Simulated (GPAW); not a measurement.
# furan-2,5-dithiol between two Cu chains: transmission at several levels, part 2 of 2

Wanted: the zero-bias transmission of furan-2,5-dithiol between two Cu chains on a ladder of levels, with run times.

GPAW 26.7.0; GPAW LCAO, PAW setups; Landauer transmission from Green's functions with principal layers (ASE), zero bias.

So far, transmission at the Fermi level (one spin): step 2 (double-zeta polarised basis, PBE, GPAW) 1.7e-4; step 3 (basis szp(dzp), PBE, GPAW) 6.6e-5; step 4 (basis sz(dzp), PBE, GPAW) 3.4e-6; step 5 (RPBE) 1.9e-4.

## 8. SCF mesh 1×1×1

The SCF mesh sets the Fermi level of the repeated cell.

This step: GPAW LCAO, PAW setups; Landauer transmission from Green's functions with principal layers (ASE), zero bias (GPAW 26.7.0).

run.py

```python
import json
import numpy as np
from ase import Atoms
from ase.transport.calculators import TransportCalculator
from gpaw import GPAW, FermiDirac
from gpaw.lcao.tools import get_lcao_hamiltonian
from scipy.linalg import eigh

# The junction with lead layers at both ends, along the third cell vector
device = Atoms(
    ['Cu', 'Cu', 'Cu', 'Cu', 'Cu', 'S', 'C', 'H', 'O', 'C', 'C', 'C', 'H', 'S', 'Cu', 'Cu', 'Cu', 'Cu', 'Cu'],
    positions=[
        [6.79828, 4.50000, 1.15000],
        [6.79828, 4.50000, 3.45000],
        [6.79828, 4.50000, 5.75000],
        [6.79828, 4.50000, 8.05000],
        [6.79828, 4.50000, 10.35000],
        [8.09016, 4.50001, 12.26498],
        [8.19656, 4.50001, 13.99920],
        [10.34655, 4.50001, 14.44328],
        [7.08507, 4.50001, 14.78734],
        [9.32344, 4.50001, 14.79279],
        [7.49296, 4.50000, 16.08897],
        [8.87190, 4.50000, 16.13588],
        [9.48232, 4.49999, 17.02784],
        [6.35475, 4.50000, 17.40524],
        [6.79828, 4.50000, 19.67227],
        [6.79828, 4.50000, 21.97227],
        [6.79828, 4.50000, 24.27227],
        [6.79828, 4.50000, 26.57227],
        [6.79828, 4.50000, 28.87227]],
    cell=[[13.59655, 0.0, 0.0], [0.0, 9.0, 0.0], [0.0, 0.0, 30.02227]],
    pbc=True)

# One principal layer of the lead: the first 3 atoms of the device
lead = Atoms(
    ['Cu', 'Cu', 'Cu'],
    positions=[
        [6.79828, 4.50000, 1.15000],
        [6.79828, 4.50000, 3.45000],
        [6.79828, 4.50000, 5.75000]],
    cell=[[13.59655, 0.0, 0.0], [0.0, 9.0, 0.0], [0.0, 0.0, 6.9]],
    pbc=True)

settings = dict(mode='lcao', basis='dzp', xc='PBE', h=0.18,
                occupations=FermiDirac(0.1), maxiter=250,
                mixer=dict(beta=0.1, nmaxold=8, weight=100.0),
                convergence=dict(density=0.0001))
energies = np.arange(-2, 2 + 1e-9, 0.05)
eta = 0.0001
n1, n2 = 1, 1
# k and -k transmit alike, so half of the mesh across the current serves
mesh = [(i, j) for i in range(n1) for j in range(n2) if (i, j) <= (-i % n1, -j % n2)]
weights = np.array([1 if (i, j) == (-i % n1, -j % n2) else 2 for i, j in mesh]) / (n1 * n2)

# [... helper functions left out ...]
fermi_lead = ground_state(lead, (1, 1, 16), 'lead.txt')
fermi_device = ground_state(device, (1, 1, 1), 'device.txt')
# [... loop over the mesh left out, but for ...]
        # Shift the lead onto the potential of the device's first layer
        shift = ((H[:, 0, 0] - H0[:, 0, 0]) / S0[0, 0]).real.mean()
# [...]
kT = 8.617333e-5 * 77
bias = [0.1, 0.2, 0.5, 1.0, 1.5, 2.0]
# [... integrals and printing left out ...]
```

Launch:

```sh
$ OMP_NUM_THREADS=1 OPENBLAS_NUM_THREADS=1 python run.py
```

The log of the run:

```text
basis functions: device 251, principal layer 45
Fermi level: lead -3.9485 eV, device -3.8410 eV; lead shifted by -0.0290 eV
largest coupling past the next layer 4.59e-05 eV, largest misfit of the first layer 0.059 eV
  E-E_F (eV)   T (one spin)  [channel counts left out]
    -2.000    5.3183e-02
    -1.950    5.0365e-02
    -1.900    4.7604e-02
    -1.850    4.5782e-02
    -1.800    4.6104e-02
    -1.750    1.1571e-01
    -1.700    1.0629e+00
    -1.650    9.7786e-01
    -1.600    1.0140e+00
    -1.550    1.0328e+00
    -1.500    1.0312e+00
    -1.450    1.0208e+00
    -1.400    1.0128e+00
    -1.350    1.0158e+00
    -1.300    1.0201e+00
    -1.250    9.9990e-01
[...]
1.650    1.7240e-04
     1.700    1.7764e-04
     1.750    1.8335e-04
     1.800    1.8955e-04
     1.850    1.9628e-04
     1.900    2.0360e-04
     1.950    2.1155e-04
     2.000    2.2020e-04
conductance at 77 K: 0.00016228 G0 a cell; thermopower 0.3562 uV/K
current from the zero-bias T(E) at 0.1 V: 0.0012572 uA
current from the zero-bias T(E) at 0.2 V: 0.0025216 uA
current from the zero-bias T(E) at 0.5 V: 0.61139 uA
current from the zero-bias T(E) at 1.0 V: 3.5676 uA
current from the zero-bias T(E) at 1.5 V: 7.3372 uA
current from the zero-bias T(E) at 2.0 V: 11.109 uA
```

Run time: 80 s. Hardware: 1 thread of Arm Neoverse V2, shared host; peak memory 1.8 GiB.

The run finished with changed settings (scf_mesh = [1, 1, 1]); it serves as a test.

Side by side:

```tsv
quantity	this run	sound run	difference
conductance (G₀)	1.623e-4	1.743e-4	-1.2e-5
largest misfit of the first principal layer (eV)	0.059269	0.059469	-2.0e-4
shift that aligns the lead (eV)	-0.029002	-0.027226	-0.00178
transmission at the Fermi level (one spin)	1.623e-4	1.743e-4	-1.2e-5
```

The two runs differ clearly in the conductance: 1.6e-4 G₀ against 1.7e-4 G₀.

## 9. A second varied run

A last run, with other settings again.

run.py, as its differences from that of step 8:

```diff
@@ -44,4 +44,4 @@
 
-settings = dict(mode='lcao', basis='dzp', xc='PBE', h=0.18,
-                occupations=FermiDirac(0.1), maxiter=250,
+settings = dict(mode='lcao', basis='tzp', xc='PBE', h=0.18,
+                occupations=FermiDirac(0.1), maxiter=60,
                 mixer=dict(beta=0.1, nmaxold=8, weight=100.0),
@@ -57,3 +57,3 @@
 fermi_lead = ground_state(lead, (1, 1, 16), 'lead.txt')
-fermi_device = ground_state(device, (1, 1, 1), 'device.txt')
+fermi_device = ground_state(device, (1, 1, 3), 'device.txt')
 # [... loop over the mesh left out, but for ...]
```

The log of the run:

```text
FileNotFoundError: Could not find required basis set file "Cu.tzp.basis".
```

Elapsed: 0.62 s, on 1 thread; peak memory 0.1 GiB.

The program refused the input before any cycle.

The program's message: “FileNotFoundError: Could not find required basis set file "Cu.tzp.basis".”

The change that led to it: basis = "tzp".

## 10. Results

| Property | Result |
| --- | --- |
| conductance | 1.7e-4 G₀ |
| transmission at the Fermi level, mean of the spins | 1.7e-4 |
| thermopower | about 0 (under 1.5 μV/K) |

What this shows: In the dzp basis the junction conducts 1.7e-4 G₀ at 77 K, with T = 1.7e-4 a spin at the Fermi level; no smaller basis tried comes within 10 % of that conductance. The junction is in the tunnelling regime at the Fermi level. Measured against the first run (dzp), the nearest curve is that of dzp-RPBE (r.m.s. 0.019) and the farthest that of sz (0.18). Over the compared runs wall time goes from 70 s (sz) to 97 s (dzp-RPBE), on a shared host. The geometry was built from estimated bond lengths and not relaxed, so the numbers describe this model structure. Chains and heavy atoms lie in or near one plane, so the lead's one s-like channel couples little or not at all to the π orbitals, which are odd under that mirror; the current goes mainly through σ states, and a contact out of the plane would conduct differently. An evenly spaced straight chain is an idealisation: free chains tend to dimerise, zigzag or, where a band edge lies near the Fermi level, turn magnetic. The currents use the zero-bias T(E) throughout, which holds only while the bias is small against the distance to the nearest feature. The energy step is wider than the thermal energy, so the conductance and thermopower rest on interpolation of T(E).

[Logs are printed without paths, hosts, clocks, repeated set-up lines and the standing remarks that a program may print on its own settings, such as how far it seeks lower states.]

[Hosts, paths, dates, database ids (printed as entryN), source tags and the programs' standing remarks are cut or masked in the printed files.]
